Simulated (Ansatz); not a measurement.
In doubt: masses and optical values from hybrid runs of this build are listed as unsure (in some of the runs), which bears on the screening that GW takes from such a start.

Consider BaTiO3 (Barioperovskite).

It takes space group Amm2 (No. 38, orthorhombic). Conventional cell: a = 3.986 Å, b = 5.674 Å, c = 5.690 Å, α = 90.00°, β = 90.00°, γ = 90.00°. Nearest to Ba lie 12 O at 2.77 to 2.92 Å. Ti has 6 O at 1.93 to 2.09 Å nearest. O has 2 Ti at 2.00 Å and 4 Ba at 2.77 to 2.92 Å nearest. O has 2 Ti at 1.93 to 2.09 Å and 4 Ba at 2.81 to 2.84 Å nearest. Farther neighbours and most contacts between anions are not listed.

```cif
data_structure
_symmetry_space_group_name_H-M 'P 1'
_symmetry_Int_Tables_number 1
_cell_length_a 3.9855
_cell_length_b 4.0178
_cell_length_c 4.0178
_cell_angle_alpha 89.834
_cell_angle_beta 90.000
_cell_angle_gamma 90.000
_cell_volume 64.34
loop_
_atom_site_label
_atom_site_type_symbol
_atom_site_fract_x
_atom_site_fract_y
_atom_site_fract_z
_atom_site_occupancy
Ba1 Ba 0.00000 0.00000 0.00000 1
Ti2 Ti 0.50000 0.51240 0.51240 1
O3 O 0.00000 0.48740 0.48740 1
O4 O 0.50000 0.50524 0.99184 1
O5 O 0.50000 0.99184 0.50524 1
```

The cell and positions come from the Crystallography Open Database and are kept as given unless a step says otherwise. Spin-orbit coupling is left out unless a run names it.

Gaps computed with Ansatz 0.2.0 without a self-energy: HSE06 3.31 eV.

Question: Estimate the G0W0@HSE06 gap with 6×6×6 mesh, 382 empty bands, screening to 190 eV, hard PAW files.

About 3.64 eV: on its mesh the run moves the gap from 3.31 eV by +0.33 eV. Bands and cutoff are finite, so the gap is not at the basis limit. The miss can reach some tenths of an eV and take either sign; the mesh is an error of its own. The many-body steps are scalar-relativistic: spin-orbit coupling is not in them.

[Paths, hosts, dates, memory and timing lines, banners, echoed tables and standing remarks are left out of the program output.]

[Logs are printed without paths, hosts, clocks, repeated set-up lines and the standing remarks that a program may print on its own settings, such as how far it seeks lower states.]

[Runs of the session that timed out or met a known fault of the program may be left out.]

[Cells called generated may have been cut or substituted from an entry of the Crystallography Open Database or the Materials Project.]

[Hosts, paths, dates, database ids (printed as entryN), source tags and the programs' standing remarks are cut or masked in the printed files.]
